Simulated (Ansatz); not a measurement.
## Quasi-harmonic thermodynamics of Ag (Silver, Fm-3m)

How much does Ag (Silver) expand with temperature?

Method: DFT PBEsol, scalar-relativistic, plane waves, PAW; PAW set soft_1, in Ansatz 0.2.0.

## Step 1: Starting point

It takes space group Fm-3m (No. 225, cubic). Conventional cell: a = 4.085 Å, b = 4.085 Å, c = 4.085 Å, α = 90.00°, β = 90.00°, γ = 90.00°. Ag has 12 Ag at 2.89 Å nearest.

## Step 2: A first coarse run

A cheap single point shows whether the cell is a metal or an insulator and how far it is from rest; that sets the k-mesh and the occupations of what follows.

Input file input.yaml:

```yaml
crystal:
  lattice:
    - [0.0, 2.04275, 2.04275]
    - [2.04275, 0.0, 2.04275]
    - [2.04275, 2.04275, 0.0]
  atoms:
    - { symbol: Ag, position: [0.0, 0.0, 0.0] }
kpoints:
  mp_grid: { grid: [8, 8, 8] }
hamiltonian:
  xc: pbesol
  pseudopotentials: { kind: paw, azcp: { folder: soft_1 }, xc_functional: pbe }
scf:
  occupations: { method: gaussian, width: 0.1 }
  lower_state_search: "off"
output:
  forces: true
  stress: true
  eigenvalues: true
```

Started as:

```console
$ ansatz run input.yaml --threads 8 --pin off --max-ram 16384MiB --backend cpu --events-out ev --progress --plain --runs-dir out
```

Numbers of over 12 decimals in the logs are rounded to 6 here.

Output:

```text
Engine: ansatz 0.2.0, aarch64-unknown-linux-gnu
Pseudopotentials: kind: paw
Pseudopotential: Ag, paw, valence charge 19, recommended cutoff 420 eV (normal), soft_1/Ag.paw.azcp
Functional definition: PBEsol
  exchange = pbesol_x
  correlation = pbesol_c
Crystal: 1 atoms, lattice volume = 17.048 Å³
Basis set: ecut = 420 eV, 331 PW (Γ), exchange–correlation on 40×40×40 points (8 copies of the dense FFT grid, shifted against one another)
Bands: 14, of which v1, the nominal top of the filled ones, is band 10 counted from 1 (9 counted from 0)
Symmetry: 48 space group operations
Space group: Fm-3m (ITA 225), of the structure as read, at distance tolerance 2.6e-5 Å
k-points: 29 of 512
Non-local potential: Ag, projectors of the file, l = 0: 3, l = 1: 2, l = 2: 2, l = 3: 1
PAW form: soft (Blöchl's): semilocal exchange-correlation on the pseudo side does not see the compensation charge
PAW frozen core: Ag, regenerated for the run's functional, and the local potential with it (the file was generated under x = pbe(κ = 0.804, μ = 0.219515), c = pbe(β = 0.066725))
PAW one-centre angular grid: Ag, 590 points (default); XC on 64 Gauss nodes
Initial density: superposition of atomic densities (chi_scale 0.1, normalization cell)
Initial wavefunctions: pseudopotential atomic-orbital guess
Functional: x = pbesol(κ = 0.804, μ = 0.123457), c = pbesol(β = 0.046)
SCF iter   1: F=—  HF=-7522.601557 eV  |F-HF|=—  |Δ(HF+E_count)|=         —  Δρ=8.07e-2  dr2=1.18e0  ethr=3.10e-3  ⟨swp⟩=4.6  Hψ=1999  notcnv=0
preconditioner: auto → none  [insulator: Δε(μ)=0.287 eV  Ē_g=15.547 eV  σ=0.100 eV  W_gap=0.85  n_scr=8 (ndim 8)  ℏωp=29.8 eV  f_vac=0.000  D(μ)=0.61/eV (n_scr^D=0)  ε∞_Penn≈4.7]
SCF iter   2: F=—  HF=-7522.341648 eV  |F-HF|=—  |Δ(HF+E_count)|=   2.60e-1  Δρ=4.16e-2  dr2=1.82e-1  ethr=3.10e-3  ⟨swp⟩=2.4  Hψ=960  notcnv=0  defer=10
SCF iter   3: F=—  HF=-7522.274703 eV  |F-HF|=—  |Δ(HF+E_count)|=   6.69e-2  Δρ=8.08e-3  dr2=6.49e-3  ethr=9.56e-4  ⟨swp⟩=2.4  Hψ=803  notcnv=0  defer=10
SCF iter   4: F=—  HF=-7522.271669 eV  |F-HF|=—  |Δ(HF+E_count)|=   3.03e-3  Δρ=7.21e-4  dr2=6.80e-5  ethr=3.42e-5  ⟨swp⟩=1.7  Hψ=597  notcnv=0  defer=10
SCF iter   5: F=—  HF=-7522.271652 eV  |F-HF|=—  |Δ(HF+E_count)|=   1.67e-5  Δρ=8.13e-5  dr2=3.41e-7  ethr=3.58e-7  ⟨swp⟩=2.0  Hψ=595  notcnv=0  defer=10
SCF iter   6: F=-7522.271652 eV  HF=-7522.271652 eV  |F-HF|=1.15e-10  |Δ(HF+E_count)|=   2.26e-7  Δρ=4.18e-6  dr2=1.29e-9  ethr=5.26e-10  ⟨swp⟩=6.1  Hψ=1730  notcnv=0
SCF 1 converged in 6 iterations: F = -7522.271652 eV  dr2 = 1.29e-9
  greatest PAW one-centre occupation: 1.001 electrons in one spin orbital (limit 2), on the Ag atom at site 0 (counted from 0), in its partial waves of l = 0
SCF converged after 6 iterations
Free energy (F): -7522.271652 eV
Harris-Foulkes:  -7522.271652 eV  (|F-HF|=1.15e-10)
Internal energy: -7522.268619 eV  (E = F + TS)
E sigma→0 (E₀):  -7522.270136 eV
Entropy (-TS):   -0.003034 eV (-3.034 meV/atom)
Fermi energy:    16.853767 eV
--- Per-component energies (eV) ---
  E_band       = -238.687392
  E_kinetic    = 467.418406
  E_local      = -2083.866689  (includes V_loc(G=0)·N_el)
  E_nonlocal   = 34.560030
  E_hartree    = 1021.805812
  E_xc         = -157.983823
  E_vxc        = -200.787929  (∫ρ·V_xc dr)
  E_paw        = -3887.702523  (= ΣΔE_a)
  E_vpaw       = -499.621830  (= ΣTr[D̂ρ^β])
  E_aug_tail   = 0.000365  (compensation charges beyond the density's cutoff)
  E_ewald      = -2916.822938
  E_core_change = 0.322740  (= ΣΔE_core)
  E_smearing   = -0.003034  (= −TS)
  E_closure    = 0.000000  (closes the sum)
  Σ components = -7522.271652   (vs F -7522.271652, Δ=0.00e0)
--- Forces (eV/Å), atoms counted from 1 ---
  atom   1  Ag    -0.00000000     0.00000000    -0.00000000
  max |Σ_I F_I| component: 1.23e-32 eV/Å
--- Stress (GPa, compression-positive) ---
       -1.972226       0.000000       0.000000
        0.000000      -1.972226       0.000000
       -0.000000       0.000000      -1.972226
  P = ⅓ Tr σ = -1.9722 GPa (-19.722 kbar)
--- Band table (eV; the first three rows and the last of 29) ---
  k-point 0: bands = [... 6 lower, 12.3094, 12.3094, 13.3627, 13.3627, 32.8928, 36.4516, 36.4516, 36.4516]
  k-point 1: bands = [... 6 lower, 12.4291, 12.4291, 13.3277, 13.3277, 32.4710, 34.0337, 36.6364, 36.6364]
  k-point 2: bands = [... 6 lower, 12.5133, 12.5133, 13.4873, 13.4873, 28.1394, 33.4960, 36.5587, 36.5587]
  k-point 28: bands = [... 6 lower, 12.0225, 13.3659, 14.3771, 22.9665, 22.9665, 23.9900, 25.2204, 39.5077]
```

Elapsed: 0.87 s, on 8 threads of Arm Neoverse V1, shared host; peak memory 0.26 GiB.

Reading the cycles: dr2 is the Hartree energy of the density residual (eV), the measure of convergence; HF is the Harris–Foulkes estimate of the energy, which meets the free energy F at convergence.

Numbers from this step:

```
pressure          : -1.972 GPa
volume per atom   : 17.05 Å³/atom
gap on the k-mesh : 0 eV
```

The start is under -2.0 GPa at this level and looks like a metal on this mesh.

## Step 3: Finding the static equilibrium

Phonons are second derivatives about a minimum, so cell and atoms are relaxed first, inside the symmetry of the start.

input.yaml, the sections that differ from step 2:

```yaml
kpoints:
  mp_grid: { grid: [18, 18, 18] }
output:
  forces: true
  stress: true
  eigenvalues: true
  write_density: true
  write_potential: true
  elf: true
  volumetric_format: npy
relax:
  adjacent_minimum: "off"
  f_tol: 0.005
  max_steps: 80
  cell: { stress_tol: 0.05 }
# crystal, hamiltonian, scf: as in step 2
```

Output:

```text
[...]
Crystal: 1 atoms, lattice volume = 17.048 Å³
Basis set: ecut = 420 eV, 331 PW (Γ), exchange–correlation on 40×40×40 points (8 copies of the dense FFT grid, shifted against one another)
Bands: 14, of which v1, the nominal top of the filled ones, is band 10 counted from 1 (9 counted from 0)
Symmetry: 48 space group operations
[...]
k-points: 195 of 5832
[...]
SCF iter   1: F=—  HF=-7522.638565 eV  |F-HF|=—  |Δ(HF+E_count)|=         —  Δρ=8.15e-2  dr2=1.20e0  ethr=3.10e-3  ⟨swp⟩=4.7  Hψ=13541  notcnv=0
[...]
SCF iter   7: F=-7522.304249 eV  HF=-7522.304249 eV  |F-HF|=1.25e-10  |Δ(HF+E_count)|=   2.16e-9  Δρ=1.06e-6  dr2=2.01e-10  ethr=7.15e-11  ⟨swp⟩=4.2  Hψ=12639  notcnv=0
SCF 1 converged in 7 iterations: F = -7522.304249 eV  dr2 = 2.01e-10
[...]
relax step   1: F+E_penalty+E_count = -7522.30424928 eV  Δ(F+E_penalty+E_count) = +0.000e0 eV  max|allowed force component| = 0.000e0 eV/Å  Δτ_max = 0.0000 Å  P = -2.542 GPa  Ω = 17.048 Å³  (7 SCF iters, dr2 threshold 1.00e-7 eV, accepted)
Crystal: 1 atoms, lattice volume = 16.341 Å³
[...]
iter 1 solved again at ethr=1.83e-5 eV; its pass at ethr=3.10e-3 eV (dr2=3.48e-3 eV) is discarded
[...]
SCF iter   5: F=-7522.305182 eV  HF=-7522.305182 eV  |F-HF|=6.15e-10  |Δ(HF+E_count)|=   1.38e-7  Δρ=3.85e-6  dr2=1.13e-9  ethr=5.26e-10  ⟨swp⟩=7.0  Hψ=15718  notcnv=0
SCF 2 converged in 5 iterations: F = -7522.305182 eV  dr2 = 1.13e-9
relax step   2: F+E_penalty+E_count = -7522.30518165 eV  Δ(F+E_penalty+E_count) = -9.324e-4 eV  max|allowed force component| = 0.000e0 eV/Å  Δτ_max = 0.0000 Å  P = +2.491 GPa  Ω = 16.341 Å³  energy of the carried Pulay correction = +2.933e-4 eV  (5 SCF iters, dr2 threshold 1.00e-7 eV, accepted)
Crystal: 1 atoms, lattice volume = 16.684 Å³
[...]
SCF iter   5: F=-7522.307501 eV  HF=-7522.307501 eV  |F-HF|=6.18e-11  |Δ(HF+E_count)|=   3.44e-8  Δρ=1.65e-6  dr2=9.26e-11  ethr=4.13e-10  ⟨swp⟩=4.1  Hψ=13451  notcnv=0
SCF 3 converged in 5 iterations: F = -7522.307501 eV  dr2 = 9.26e-11
relax step   3: F+E_penalty+E_count = -7522.30750058 eV  Δ(F+E_penalty+E_count) = -2.319e-3 eV  max|allowed force component| = 0.000e0 eV/Å  Δτ_max = 0.0000 Å  P = -0.125 GPa  Ω = 16.684 Å³  energy of the carried Pulay correction = +1.497e-4 eV  (5 SCF iters, dr2 threshold 1.00e-7 eV, accepted)
[...]
relax step   4: F+E_penalty+E_count = -7522.30751459 eV  Δ(F+E_penalty+E_count) = -1.401e-5 eV  max|allowed force component| = 0.000e0 eV/Å  Δτ_max = 0.0000 Å  P = -0.002 GPa  Ω = 16.666 Å³  energy of the carried Pulay correction = +1.568e-4 eV  (3 SCF iters, dr2 threshold 3.93e-8 eV, accepted)
[...]
SCF iter   1: F=—  HF=-7522.307348 eV  |F-HF|=—  |Δ(HF+E_count)|=         —  Δρ=5.75e-5  dr2=1.17e-7  ethr=5.01e-7  ⟨swp⟩=2.2  Hψ=19700  notcnv=0
eigensolver tolerance schedule: the retry pair's looser diagonalisation over-reported the residual by 812.97 of it (diagonalisation noise at 0.15 of the residual, at the tolerance the schedule requests for it); recorded, not acted on — ethr = c·dr2/N_el stays at c = 1.0e-1
[...]
SCF iter   2: F=—  HF=-7522.307344 eV  |F-HF|=—  |Δ(HF+E_count)|=   3.79e-6  Δρ=2.49e-5  dr2=3.77e-8  ethr=6.16e-10  ⟨swp⟩=2.0  Hψ=4592  notcnv=0
[...]
SCF iter   5: F=-7522.307344 eV  HF=-7522.307344 eV  |F-HF|=2.73e-12  |Δ(HF+E_count)|=  9.19e-11  Δρ=1.92e-7  dr2=1.93e-12  ethr=1.00e-12  ⟨swp⟩=5.0  Hψ=9830  notcnv=0
SCF 5 converged in 5 iterations: F = -7522.307344 eV  dr2 = 1.93e-12
relax step   5: F+E_penalty+E_count = -7522.30734428 eV  Δ(F+E_penalty+E_count) = +1.703e-4 eV  max|allowed force component| = 0.000e0 eV/Å  Δτ_max = 0.0000 Å  P = +0.007 GPa  Ω = 16.666 Å³  stress off target by 6.82e-3 GPa  SCF on the basis re-selected at this cell (its energy is not comparable with the rows above)  (5 SCF iters)
basis re-selected at this cell: Δ(F+E_penalty+E_count) = +1.703e-4 eV, ΔP = +0.009 GPa vs the last step (what re-selecting the basis moved, of the pressure what is left beyond the Pulay correction that the steps carried, after the strain that the cell walked since its last selection, with what the two solves' SCF thresholds leave and, on support functions, any second-order correction that the steps lacked; it is no measure of the basis error at this ecutwfc). This SCF's stress stands 6.82e-3 GPa from its target on what of the cell is left free (relax.cell.stress_tol is 5.00e-2 GPa) and its largest allowed force component is 0.00e0 eV/Å (relax.f_tol is 5.00e-3 eV/Å): [rest of the remark cut]
SCF converged after 5 iterations
Free energy (F): -7522.307344 eV
[...]
Internal energy: -7522.306374 eV  (E = F + TS)
E sigma→0 (E₀):  -7522.306859 eV
Entropy (-TS):   -0.000971 eV (-0.971 meV/atom)
Fermi energy:    17.526722 eV
[...]
--- Stress (GPa, compression-positive) ---
        0.006818      -0.000000      -0.000000
       -0.000000       0.006818      -0.000000
       -0.000000      -0.000000       0.006818
  P = ⅓ Tr σ = 0.0068 GPa (0.068 kbar)
--- Band table (eV; the first three rows and the last of 195) ---
  k-point 0: bands = [... 6 lower, 12.7377, 12.7377, 13.8333, 13.8333, 33.4518, 37.1386, 37.1386, 37.1386]
  k-point 1: bands = [... 6 lower, 12.7661, 12.7661, 13.8221, 13.8221, 33.4849, 36.3309, 37.1907, 37.1907]
  k-point 2: bands = [... 6 lower, 12.8400, 12.8400, 13.7999, 13.7999, 33.3232, 34.9066, 37.3237, 37.3237]
  k-point 194: bands = [... 6 lower, 12.7227, 13.8673, 14.8884, 22.8797, 24.2711, 24.6520, 25.9276, 39.3500]
--- Relaxed structure (4 steps of the walk, 4 accepted, 1 SCFs on fresh bases) ---
  F+E_penalty+E_count = -7522.30734428 eV   max|allowed force component| = 0.000e0 eV/Å   (the final SCF, on the basis selected at the relaxed cell)
  cell:  # Å, volume = 16.6664 Å³
    - [0, 2.027390, 2.027390]
    - [2.027390, 0, 2.027390]
    - [2.027390, 2.027390, 0]
  atoms:
    - { symbol: Ag, position: [0.0, 0.0, 0.0] }
```

The job ended after 2.7 s (8 threads; peak memory 0.34 GiB).

Step by step:

```tsv
step	energy less that of the first step (eV)	largest force component (eV/Å)	pressure (GPa)	volume (Å³)
1	0.0000	0.0000	-2.54	17.05
2	-0.0009	0.0000	2.49	16.34
3	-0.0033	0.0000	-0.13	16.68
4	-0.0033	0.0000	0.00	16.67
5*	-0.0031	0.0000	0.01	16.67
```

Relaxation steps marked * repeat the geometry before them on a plane-wave basis chosen anew for their cell, so energy and pressure can jump there.

```tsv
conventional cell, symmetrised	before	after	change
a (Å)	4.085	4.055	-0.8 %
b (Å)	4.085	4.055	-0.8 %
c (Å)	4.085	4.055	-0.8 %
volume (Å³/atom)	17.05	16.67	-2.2 %
```

The relaxed structure:

```xyz
1
Lattice="0.0000 2.0274 2.0274 2.0274 0.0000 2.0274 2.0274 2.0274 0.0000" Properties=species:S:1:pos:R:3 pbc="T T T"
Ag    0.0000    0.0000    0.0000
```

This step gave:

```yaml
pressure: 0.006818 GPa
volume_per_atom: 16.67 Å³/atom
```

Valence density in the ac plane of the conventional cell at fractional y = 0.000, with atoms of Ag within 0.2 Å of it. It is the smooth field of the valence electrons, not physical close to the nuclei.

Ten even steps from '0' (0 e/Å³) to '9' (21 e/Å³), each cell a mean:
```
85100000000036
32000000000013
00000000000000
00000000000000
00000012100000
00000256410000
00000389620000
00000368510000
00000133200000
00000000000000
00000000000000
21000000000001
64100000000025
96200000000038
```
Columns run along a (4.1 Å), rows up along c (4.1 Å), edges of the conventional cell, whose origin can differ from the input's. Atoms in or near the plane, at fractional coordinates: Ag at (0.00, 0.00), Ag at (0.50, 0.50).

ELF in the ac plane of the conventional cell at fractional y = 0.000, with atoms of Ag within 0.2 Å of it. It is the smooth field of the valence electrons, not physical close to the nuclei.

Ten even steps from '_' (0.17) to '@' (0.80), each cell a mean:
```
%%**==..______________--++##
++==--..______________..--++
--::..__________________..--
__________....::..__________
________..--====--::________
________::==**##++--..______
________--++%%@@##==::______
________--++##%%**==..______
________..--++++==--..______
__________..----::..________
::..____________________....
==--::________________..--==
##++--..______________::==**
@@##==::______________--++%%
```
Columns run along a (4.1 Å), rows up along c (4.1 Å), edges of the conventional cell, whose origin can differ from the input's. Atoms in or near the plane, at fractional coordinates: Ag at (0.00, 0.00), Ag at (0.50, 0.50).

Electrostatic potential energy in the ac plane of the conventional cell at fractional y = 0.000, with atoms of Ag within 0.2 Å of it. With pseudopotentials it is smooth inside the atoms' cores, unlike the true potential.

Ten even steps from '0' (-10 eV) to '9' (21 eV), each cell a mean:
```
51048999997203
00168999998400
12589888898742
77888644578887
99985100037999
99972012005899
99971057204899
99972035104899
99984000016899
88987421258988
45788877788864
00379999998510
20058999997201
72048999997105
```
Columns run along a (4.1 Å; values clipped at the 3rd and 97th percentile), rows up along c (4.1 Å), edges of the conventional cell, whose origin can differ from the input's. Atoms in or near the plane, at fractional coordinates: Ag at (0.00, 0.00), Ag at (0.50, 0.50).

The relaxation ends with a pressure of 0.01 GPa.

## Step 4: Relaxing to small residual forces and stress

The relaxation is repeated with tighter thresholds on force and stress, since phonons are sensitive to what is left; a change of mesh or smearing in the input moves the cell too.

Input file input.yaml:

```yaml
crystal:
  lattice:
    - [0.0, 2.0273904491, 2.0273904491]
    - [2.0273904491, 0.0, 2.0273904491]
    - [2.0273904491, 2.0273904491, 0.0]
  atoms:
    - { symbol: Ag, position: [0.0, 0.0, 0.0] }
kpoints:
  mp_grid: { grid: [20, 20, 20] }
hamiltonian:
  xc: pbesol
  pseudopotentials: { kind: paw, azcp: { folder: soft_1 }, xc_functional: pbe }
scf:
  occupations: { method: methfessel_paxton, width: 0.2 }
  lower_state_search: "off"
output:
  forces: true
  stress: true
  eigenvalues: true
relax:
  adjacent_minimum: "off"
  f_tol: 0.001
  max_steps: 60
  cell: { stress_tol: 0.01 }
```

Output:

```text
[...]
Crystal: 1 atoms, lattice volume = 16.666 Å³
Basis set: ecut = 420 eV, 331 PW (Γ), exchange–correlation on 40×40×40 points (8 copies of the dense FFT grid, shifted against one another)
Bands: 14, of which v1, the nominal top of the filled ones, is band 10 counted from 1 (9 counted from 0)
Symmetry: 48 space group operations
[...]
k-points: 256 of 8000
[...]
k-point 255: bands = [... 6 lower, 12.4352, 13.8329, 14.8882, 23.5724, 23.5724, 24.6665, 25.8656, 40.2405]
--- Relaxed structure (1 steps of the walk, 1 accepted, 1 SCFs on fresh bases) ---
[...]
cell:  # Å, volume = 16.6664 Å³
    - [0.0, 2.0273904491, 2.0273904491]
    - [2.0273904491, 0.0, 2.0273904491]
    - [2.0273904491, 2.0273904491, 0.0]
  atoms:
    - { symbol: Ag, position: [0.0, 0.0, 0.0] }
[key lines of the parts left out:]
SCF converged after 8 iterations
Free energy (F): -7522.306630 eV
Fermi energy:    17.554694 eV
P = ⅓ Tr σ = -0.0015 GPa (-0.015 kbar)
```

It took 1.6 s on 8 threads; peak memory 0.35 GiB; 9.2 s of CPU time.

Little changed from the start: no atom moved by 0.005 Å and no cell edge by 0.1 %.

This step gave:

```yaml
pressure: -0.001476 GPa
```

The residual pressure is -0.0015 GPa, small enough for phonons.

(Continued in part 2 of 2.)

[Logs are printed without paths, hosts, clocks, repeated set-up lines and the standing remarks that a program may print on its own settings, such as how far it seeks lower states.]

[Hosts, paths, dates, database ids (printed as entryN), source tags and the programs' standing remarks are cut or masked in the printed files.]

[A step with changed settings may run another functional than the one named; its input shows which.]
